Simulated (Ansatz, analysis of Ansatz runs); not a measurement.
# Migration barrier of interstitial H in hcp Mg, hop from a tetrahedral to the next octahedral site (PBE-D3(BJ)), part 2 of 2

Aim: the migration barrier of interstitial H in hcp Mg, hop from a tetrahedral to the next octahedral site, to be set beside the measurement. Set-up: PBE-D3(BJ), 36-site cell, PBE-D3(BJ) lattice, 420 eV, k: 3x3x3 Gamma-centred. The model is a cell of 36 host atoms with 1 H put in. The barrier is the energy of the highest image of a climbing band over the relaxed site that the atom leaves.

Ansatz 0.2.0; PBE-D3(BJ), 36-site cell, PBE-D3(BJ) lattice, 420 eV, k: 3x3x3 Gamma-centred.

So far: The starting structure; Relaxation, charge 0.

### Step 3. Nudged elastic band

A band of images joins the two ends; its highest image climbs to the saddle, whose energy over the site left is the barrier.

This step: plane-wave PAW DFT, PBE-D3(BJ); nudged elastic band between two relaxed defect structures at fixed charge.

neb/input.yaml

```yaml
crystal:
  lattice:
    - [9.39090146, 0.0, 0.0]
    - [-4.69545073, 8.13275923, 0.0]
    - [0.0, 0.0, 10.23901534]
  atoms:
    - { symbol: Mg, position: [0.111751238, 0.222584394, 0.125541827] }
    - { symbol: Mg, position: [0.221953698, 0.110574062, 0.375778774] }
    - { symbol: Mg, position: [0.11084099, 0.221746602, 0.625794422] }
    - { symbol: Mg, position: [0.221892939, 0.110452545, 0.875971333] }
    - { symbol: Mg, position: [0.111751238, 0.55583351, 0.125541827] }
    - { symbol: Mg, position: [0.214237676, 0.440452171, 0.37343897] }
    - { symbol: Mg, position: [0.11084099, 0.555761055, 0.625794422] }
    - { symbol: Mg, position: [0.222041409, 0.444354038, 0.874298443] }
    - { symbol: Mg, position: [0.111111111, 0.888888889, 0.125023419] }
    - { symbol: Mg, position: [0.221953698, 0.778046302, 0.375778774] }
    - { symbol: Mg, position: [0.111111111, 0.888888889, 0.625810179] }
    - { symbol: Mg, position: [0.221892939, 0.778107061, 0.875971333] }
    - { symbol: Mg, position: [0.44416649, 0.222584394, 0.125541827] }
    - { symbol: Mg, position: [0.554969287, 0.110817977, 0.375634282] }
    - { symbol: Mg, position: [0.444238945, 0.221746602, 0.625794422] }
    - { symbol: Mg, position: [0.556825652, 0.11174616, 0.87526738] }
    - { symbol: Mg, position: [0.444444444, 0.555555556, 0.119603621] }
    - { symbol: Mg, position: [0.559547829, 0.440452171, 0.37343897] }
    - { symbol: Mg, position: [0.444444444, 0.555555556, 0.626924455] }
    - { symbol: Mg, position: [0.555645962, 0.444354038, 0.874298443] }
    - { symbol: Mg, position: [0.44416649, 0.888248762, 0.125541827] }
    - { symbol: Mg, position: [0.559547829, 0.785762324, 0.37343897] }
    - { symbol: Mg, position: [0.444238945, 0.88915901, 0.625794422] }
    - { symbol: Mg, position: [0.555645962, 0.777958591, 0.874298443] }
    - { symbol: Mg, position: [0.777777778, 0.222222222, 0.125760408] }
    - { symbol: Mg, position: [0.889182023, 0.110817977, 0.375634282] }
    - { symbol: Mg, position: [0.777777778, 0.222222222, 0.624538799] }
    - { symbol: Mg, position: [0.88825384, 0.11174616, 0.87526738] }
    - { symbol: Mg, position: [0.777415606, 0.55583351, 0.125541827] }
    - { symbol: Mg, position: [0.889182023, 0.445030713, 0.375634282] }
    - { symbol: Mg, position: [0.778253398, 0.555761055, 0.625794422] }
    - { symbol: Mg, position: [0.88825384, 0.443174348, 0.87526738] }
    - { symbol: Mg, position: [0.777415606, 0.888248762, 0.125541827] }
    - { symbol: Mg, position: [0.889425938, 0.778046302, 0.375778774] }
    - { symbol: Mg, position: [0.778253398, 0.88915901, 0.625794422] }
    - { symbol: Mg, position: [0.889547455, 0.778107061, 0.875971333] }
    - { symbol: H, position: [0.444444444, 0.555555556, 0.430654084] }
basis:
  ecutwfc: 420
  xc_grid: 2
hamiltonian:
  xc: pbe
  dispersion: d3bj
kpoints:
  mp_grid: { grid: [3, 3, 3] }
scf:
  occupations: { method: methfessel_paxton, width: 0.1 }
  max_iter: 120
output:
  forces: true
neb:
  images: 3
  f_tol: 0.04
  climbing: true
  initial_path: idpp
  max_iterations: 45
  order_check: false
  final_atoms:
    - { symbol: Mg, position: [0.1118197, 0.222557879, 0.126081351] }
    - { symbol: Mg, position: [0.221662788, 0.109992243, 0.37446033] }
[... 3 atom lines left out ...]
    - { symbol: Mg, position: [0.221662788, 0.444966604, 0.37446033] }
    - { symbol: Mg, position: [0.111020627, 0.555608765, 0.625119616] }
[... 2 atom lines left out ...]
    - { symbol: Mg, position: [0.221971916, 0.777633988, 0.375475091] }
[... 6 atom lines left out ...]
    - { symbol: Mg, position: [0.444071513, 0.554809692, 0.126081351] }
    - { symbol: Mg, position: [0.556637149, 0.444966604, 0.37446033] }
    - { symbol: Mg, position: [0.444979029, 0.556624724, 0.6262395] }
[... 2 atom lines left out ...]
    - { symbol: Mg, position: [0.55562119, 0.777909046, 0.375580214] }
    - { symbol: Mg, position: [0.444669901, 0.88898298, 0.625224739] }
[... 10 atom lines left out ...]
    - { symbol: Mg, position: [0.888995405, 0.777633988, 0.375475091] }
    - { symbol: Mg, position: [0.777646412, 0.88898298, 0.625224739] }
[... 1 atom line left out ...]
    - { symbol: H, position: [0.333320909, 0.333308484, 0.500349915] }
```

The run is started by

```bash
ansatz run input.yaml --threads 4 --pin off --max-ram 7536MiB --backend cpu --events-out ev --progress --plain --runs-dir out
```

Numbers of over 12 decimals in the logs are rounded to 6 here.

What it wrote:

```text
[...]
Warning: neb: disabling space-group detection — the band's intermediate images generally break the endpoint symmetry, so no spatial operation reduces the k-mesh or symmetrises the density, except that a semilocal band can use its path's symmetry ahead of [...]
[...]
NEB image 0
Crystal: 37 atoms, lattice volume = 781.994 Å³
Basis set: ecut = 420 eV, 15263 PW (Γ), exchange–correlation on 128×128×144 points (8 copies of the dense FFT grid, shifted against one another)
Bands: 218, of which v1, the nominal top of the filled ones, is band 181 counted from 1 (180 counted from 0)
Symmetry: 1 space group operations
k-points: 14 of 27 (time reversal used)
[...]
SCF iter   1: F=—  HF=-69283.089940 eV  |F-HF|=—  |Δ(HF+E_count)|=         —  Δρ=9.89e-4  dr2=1.78e-2  ethr=1.77e-3  ⟨swp⟩=9.0  Hψ=14015  notcnv=0  defer=32
[...]
SCF iter   7: F=-69283.089772 eV  HF=-69283.089772 eV  |F-HF|=7.11e-8  |Δ(HF+E_count)|=   5.79e-8  S|Δr|=    0.00e0  Δρ=1.25e-6  dr2=8.44e-8  ethr=2.77e-11  ⟨swp⟩=2.4  Hψ=8720  notcnv=0
SCF 1 converged in 7 iterations: F = -69283.089772 eV  dr2 = 8.44e-8
[...]
NSCF: frozen V_eff on 14 k-points
NEB image 4
SCF iter   1: F=—  HF=-69283.009538 eV  |F-HF|=—  |Δ(HF+E_count)|=         —  Δρ=8.65e-4  dr2=8.68e-3  ethr=1.77e-3  ⟨swp⟩=9.1  Hψ=14476  notcnv=0  defer=27
[...]
SCF iter   7: F=-69283.010390 eV  HF=-69283.010390 eV  |F-HF|=1.29e-8  |Δ(HF+E_count)|=   1.14e-9  S|Δr|=    0.00e0  Δρ=1.07e-6  dr2=2.17e-8  ethr=2.77e-11  ⟨swp⟩=4.0  Hψ=8438  notcnv=0
SCF 2 converged in 7 iterations: F = -69283.010390 eV  dr2 = 2.17e-8
[...]
NEB end point (image 0): max|allowed force component| = 1.341e-2 eV/Å (the criterion of neb.relax_end_points is 1.000e-2)
NEB end point (image 4): max|allowed force component| = 1.410e-2 eV/Å (the criterion of neb.relax_end_points is 1.000e-2)
NEB image 1
SCF iter   1: F=—  HF=-69282.901214 eV  |F-HF|=—  |Δ(HF+E_count)|=         —  Δρ=9.86e-4  dr2=1.80e-2  ethr=1.77e-3  ⟨swp⟩=8.9  Hψ=12734  notcnv=0  defer=39
[...]
SCF iter   7: F=-69282.902209 eV  HF=-69282.902209 eV  |F-HF|=2.60e-8  |Δ(HF+E_count)|=   1.35e-7  S|Δr|=    0.00e0  Δρ=1.31e-6  dr2=3.83e-8  ethr=2.77e-11  ⟨swp⟩=2.9  Hψ=8837  notcnv=0
SCF 3 converged in 7 iterations: F = -69282.902209 eV  dr2 = 3.83e-8
NEB image 2
SCF iter   1: F=—  HF=-69282.791206 eV  |F-HF|=—  |Δ(HF+E_count)|=         —  Δρ=9.36e-4  dr2=1.37e-2  ethr=1.77e-3  ⟨swp⟩=9.0  Hψ=13266  notcnv=0  defer=44
[...]
SCF iter   7: F=-69282.792163 eV  HF=-69282.792163 eV  |F-HF|=2.85e-8  |Δ(HF+E_count)|=   1.10e-8  S|Δr|=    0.00e0  Δρ=8.05e-7  dr2=3.38e-8  ethr=2.77e-11  ⟨swp⟩=4.1  Hψ=8395  notcnv=0
SCF 4 converged in 7 iterations: F = -69282.792163 eV  dr2 = 3.38e-8
NEB image 3
SCF iter   1: F=—  HF=-69282.908254 eV  |F-HF|=—  |Δ(HF+E_count)|=         —  Δρ=8.81e-4  dr2=1.07e-2  ethr=1.77e-3  ⟨swp⟩=9.4  Hψ=13486  notcnv=0  defer=29
[...]
SCF iter   7: F=-69282.910096 eV  HF=-69282.910096 eV  |F-HF|=3.78e-9  |Δ(HF+E_count)|=   1.05e-9  S|Δr|=    0.00e0  Δρ=9.04e-7  dr2=1.07e-8  ethr=2.77e-11  ⟨swp⟩=4.0  Hψ=8410  notcnv=0
SCF 5 converged in 7 iterations: F = -69282.910096 eV  dr2 = 1.07e-8
NEB iter   1: max|band force component| = 4.755e-1 eV/Å  barrier→ = 0.2976 eV  barrier← = 0.2182 eV  CI = image 2  Δτ_max = 0.0971 Å  (35 SCF iters)
NEB image 1
[...]
iter 1 solved again at ethr=7.11e-6 eV; its pass at ethr=3.10e-3 eV (dr2=2.57e-2 eV) is discarded
[...]
SCF iter   8: F=-69282.954959 eV  HF=-69282.954959 eV  |F-HF|=1.89e-9  |Δ(HF+E_count)|=   1.41e-8  S|Δr|=    0.00e0  Δρ=4.72e-7  dr2=3.49e-9  ethr=2.77e-11  ⟨swp⟩=3.9  Hψ=6195  notcnv=0
SCF 6 converged in 8 iterations: F = -69282.954959 eV  dr2 = 3.49e-9
NEB image 2
[...]
SCF iter   7: F=-69282.854175 eV  HF=-69282.854175 eV  |F-HF|=8.12e-9  |Δ(HF+E_count)|=   4.37e-8  S|Δr|=    0.00e0  Δρ=9.05e-7  dr2=1.27e-8  ethr=2.77e-11  ⟨swp⟩=4.0  Hψ=8668  notcnv=0
SCF 7 converged in 7 iterations: F = -69282.854175 eV  dr2 = 1.27e-8
NEB image 3
[...]
SCF iter   7: F=-69282.937356 eV  HF=-69282.937356 eV  |F-HF|=6.71e-9  |Δ(HF+E_count)|=  1.31e-10  S|Δr|=    0.00e0  Δρ=5.73e-7  dr2=7.57e-9  ethr=2.77e-11  ⟨swp⟩=4.0  Hψ=8587  notcnv=0
SCF 8 converged in 7 iterations: F = -69282.937356 eV  dr2 = 7.57e-9
NEB iter   2: max|band force component| = 1.609e-1 eV/Å  barrier→ = 0.2356 eV  barrier← = 0.1562 eV  CI = image 2  Δτ_max = 0.0732 Å  (22 SCF iters)
NEB image 1
[...]
SCF iter   6: F=-69282.961612 eV  HF=-69282.961612 eV  |F-HF|=1.07e-8  |Δ(HF+E_count)|=   5.79e-8  S|Δr|=    0.00e0  Δρ=1.72e-6  dr2=3.47e-8  ethr=2.77e-11  ⟨swp⟩=4.0  Hψ=10108  notcnv=0
SCF 9 converged in 6 iterations: F = -69282.961612 eV  dr2 = 3.47e-8
NEB image 2
[...]
SCF iter   6: F=-69282.860771 eV  HF=-69282.860771 eV  |F-HF|=1.80e-9  |Δ(HF+E_count)|=   6.08e-9  S|Δr|=    0.00e0  Δρ=1.57e-6  dr2=2.30e-8  ethr=2.77e-11  ⟨swp⟩=3.0  Hψ=11088  notcnv=0
SCF 10 converged in 6 iterations: F = -69282.860771 eV  dr2 = 2.30e-8
NEB image 3
[...]
SCF iter   6: F=-69282.941856 eV  HF=-69282.941856 eV  |F-HF|=3.01e-9  |Δ(HF+E_count)|=   6.80e-8  S|Δr|=    0.00e0  Δρ=1.11e-6  dr2=1.25e-8  ethr=2.77e-11  ⟨swp⟩=4.0  Hψ=8669  notcnv=0
SCF 11 converged in 6 iterations: F = -69282.941856 eV  dr2 = 1.25e-8
NEB iter   3: max|band force component| = 9.290e-2 eV/Å  barrier→ = 0.2290 eV  barrier← = 0.1496 eV  CI = image 2  Δτ_max = 0.0289 Å  (18 SCF iters)
NEB image 1
[...]
SCF iter   5: F=-69282.964463 eV  HF=-69282.964463 eV  |F-HF|=2.03e-8  |Δ(HF+E_count)|=   1.59e-8  S|Δr|=    0.00e0  Δρ=1.39e-6  dr2=3.49e-8  ethr=2.77e-11  ⟨swp⟩=4.0  Hψ=8669  notcnv=0
SCF 12 converged in 5 iterations: F = -69282.964463 eV  dr2 = 3.49e-8
NEB image 2
[...]
SCF iter   5: F=-69282.862529 eV  HF=-69282.862529 eV  |F-HF|=2.33e-8  |Δ(HF+E_count)|=   1.14e-7  S|Δr|=    0.00e0  Δρ=2.98e-6  dr2=9.89e-8  ethr=2.77e-11  ⟨swp⟩=3.0  Hψ=11168  notcnv=0
SCF 13 converged in 5 iterations: F = -69282.862529 eV  dr2 = 9.89e-8
NEB image 3
[...]
SCF iter   6: F=-69282.941691 eV  HF=-69282.941691 eV  |F-HF|=3.27e-9  |Δ(HF+E_count)|=   1.97e-8  S|Δr|=    0.00e0  Δρ=6.86e-7  dr2=6.56e-9  ethr=2.77e-11  ⟨swp⟩=4.0  Hψ=8667  notcnv=0
SCF 14 converged in 6 iterations: F = -69282.941691 eV  dr2 = 6.56e-9
NEB image 1
[...]
NEB image 3
[...]
NEB image 2
[...]
NEB iter   4: max|band force component| = 1.713e-2 eV/Å  barrier→ = 0.2272 eV  barrier← = 0.1479 eV  CI = image 2  Δτ_max = 0.0000 Å  (16 SCF iters)
SCF converged after 5 iterations
[...]
Free energy (F): -69282.862529 eV
[...]
Internal energy: -69282.881442 eV  (E = F + TS)
E sigma→0 (E₀):  -69282.867257 eV
Entropy (-TS):   0.018913 eV (0.511 meV/atom)
Fermi energy:    5.966504 eV
[...]
--- Forces (eV/Å), atoms counted from 1 ---
  atom   1  Mg     0.00124307     0.00069145     0.00137582
  atom   2  Mg     0.00140705     0.00461327     0.00229781
  [... 3 atoms left out ...]
  atom   6  Mg    -0.00817836     0.00325666    -0.00612800
  [... 3 atoms left out ...]
  atom  10  Mg    -0.00121142     0.00197275    -0.00018081
  [... 6 atoms left out ...]
  atom  17  Mg     0.00147277    -0.00062364    -0.00457574
  atom  18  Mg    -0.00517897     0.00193310     0.01713255
  atom  19  Mg     0.01078144    -0.00855162    -0.01434541
  [... 2 atoms left out ...]
  atom  22  Mg     0.00012622     0.00865892    -0.00065146
  atom  23  Mg    -0.00038407    -0.00240435     0.00033696
  [... 10 atoms left out ...]
  atom  34  Mg    -0.00012830    -0.00039034    -0.00103150
  [... 2 atoms left out ...]
  atom  37  H     -0.00215616     0.00114542     0.00196069
  max |Σ_I F_I| component: 6.40e-5 eV/Å
--- Band table (eV; the first three rows and the last of 14) ---
[...]
[... further k-points left out ...]
this run last wrote the band of iteration 4 to <dir>
--- NEB band (5 images, 4 band iterations, 91 SCF iterations) ---
  forward barrier  = 0.227243 eV
  backward barrier = 0.147861 eV
  lagrangian_above_aufbau_ev (what the smearing adds, to first order; not taken off the barriers): saddle image +0.005153 eV, end points +0.005478 and +0.005024 eV
  climbing image's point = of an order that was not read
  energies are F+E_penalty+E_count in eV, relative to image 0
  image     s (Å)  Δ vs image 0  max|band force component| (eV/Å)
      0    0.0000      0.000000                                 —
      1    0.4702      0.125309                          8.506e-3
  *   2    0.9406      0.227243                          1.713e-2
      3    1.4523      0.148081                          1.201e-2
      4    1.9641      0.079382                                 —
  climbing-image geometry (image 2):
  cell:  # Å, volume = 781.9939 Å³
    - [9.39090146, 0.0, 0.0]
    - [-4.69545073, 8.13275923, 0.0]
    - [0.0, 0.0, 10.23901534]
  atoms:
    - { symbol: Mg, position: [0.111903, 0.222428, 0.125336] }
    - { symbol: Mg, position: [0.220934, 0.108580, 0.374586] }
    - { symbol: Mg, position: [0.108586, 0.220401, 0.626637] }
    - { symbol: Mg, position: [0.222009, 0.110710, 0.875558] }
    - { symbol: Mg, position: [0.110927, 0.555634, 0.123601] }
    - { symbol: Mg, position: [0.215087, 0.442871, 0.370987] }
    - { symbol: Mg, position: [0.110013, 0.555127, 0.625862] }
    - { symbol: Mg, position: [0.221574, 0.443592, 0.874948] }
    - { symbol: Mg, position: [0.110482, 0.887479, 0.124711] }
    - { symbol: Mg, position: [0.221890, 0.776017, 0.375555] }
    - { symbol: Mg, position: [0.111351, 0.889172, 0.624591] }
    - { symbol: Mg, position: [0.221768, 0.778077, 0.875202] }
    - { symbol: Mg, position: [0.443750, 0.222356, 0.124829] }
    - { symbol: Mg, position: [0.554925, 0.111382, 0.375925] }
    - { symbol: Mg, position: [0.444635, 0.221264, 0.625980] }
    - { symbol: Mg, position: [0.555923, 0.110823, 0.875699] }
    - { symbol: Mg, position: [0.444718, 0.556202, 0.123049] }
    - { symbol: Mg, position: [0.562283, 0.443093, 0.369492] }
    - { symbol: Mg, position: [0.446135, 0.560308, 0.633293] }
    - { symbol: Mg, position: [0.555421, 0.443861, 0.874330] }
    - { symbol: Mg, position: [0.443962, 0.889432, 0.126053] }
    - { symbol: Mg, position: [0.557112, 0.780744, 0.374722] }
    - { symbol: Mg, position: [0.443896, 0.887960, 0.625345] }
    - { symbol: Mg, position: [0.556359, 0.779377, 0.878133] }
    - { symbol: Mg, position: [0.777706, 0.222104, 0.125630] }
    - { symbol: Mg, position: [0.889724, 0.111577, 0.376055] }
    - { symbol: Mg, position: [0.776484, 0.220480, 0.624904] }
    - { symbol: Mg, position: [0.887864, 0.110729, 0.875944] }
    - { symbol: Mg, position: [0.778397, 0.555896, 0.122997] }
    - { symbol: Mg, position: [0.888945, 0.444308, 0.375299] }
    - { symbol: Mg, position: [0.778490, 0.555429, 0.625771] }
    - { symbol: Mg, position: [0.888339, 0.443283, 0.874552] }
    - { symbol: Mg, position: [0.778891, 0.889438, 0.126156] }
    - { symbol: Mg, position: [0.887862, 0.776297, 0.375514] }
    - { symbol: Mg, position: [0.776928, 0.887630, 0.625381] }
    - { symbol: Mg, position: [0.889797, 0.778330, 0.875070] }
    - { symbol: H, position: [0.393587, 0.451597, 0.467526] }
```

The job ended after 13 min (4 threads of Arm Neoverse V2, shared host; peak memory 6.5 GiB).

Images along the path:

```csv
image,path (Å),energy (eV),"H37: x, y, z (Å)"
0,0.000,0.0000,"1.565, 4.518, 4.409"
1,0.470,0.1253,"1.571, 4.109, 4.611"
2,0.941,0.2272,"1.576, 3.673, 4.787"
3,1.452,0.1481,"1.580, 3.197, 4.970"
4,1.964,0.0794,"1.565, 2.711, 5.123"
```

This step gave:

| Item | Value |
| --- | --- |
| free energy | -69282.8625 eV |
| smearing term TS | -0.01891 eV |
| barrier forward | 0.2272 eV |
| barrier backward | 0.1479 eV |

### Step 4. What came out

- migration barrier (saddle less minimum): 0.23 eV
- energy difference of the two ends: 0.08 eV
- length of the hop: 1.94 Å
- time of the whole chain: 16 min on 4 threads

Migration barrier: computed 0.23 eV, measured 0.25 eV; 0.02 eV below the measurement. The measured number is an Arrhenius activation energy of long-range diffusion; for H it holds zero-point energy, and trapping at vacancies and dislocations can raise it. One hop between neighbouring sites is computed at the host's lattice.

[Logs are printed without paths, hosts, clocks, repeated set-up lines and the standing remarks that a program may print on its own settings, such as how far it seeks lower states.]

[Hosts, paths, dates, database ids (printed as entryN), source tags and the programs' standing remarks are cut or masked in the printed files.]

[For some hosts the program warned that the k-mesh of the response run may be too coarse for force constants and the static dielectric constant; such warnings are not shown here.]
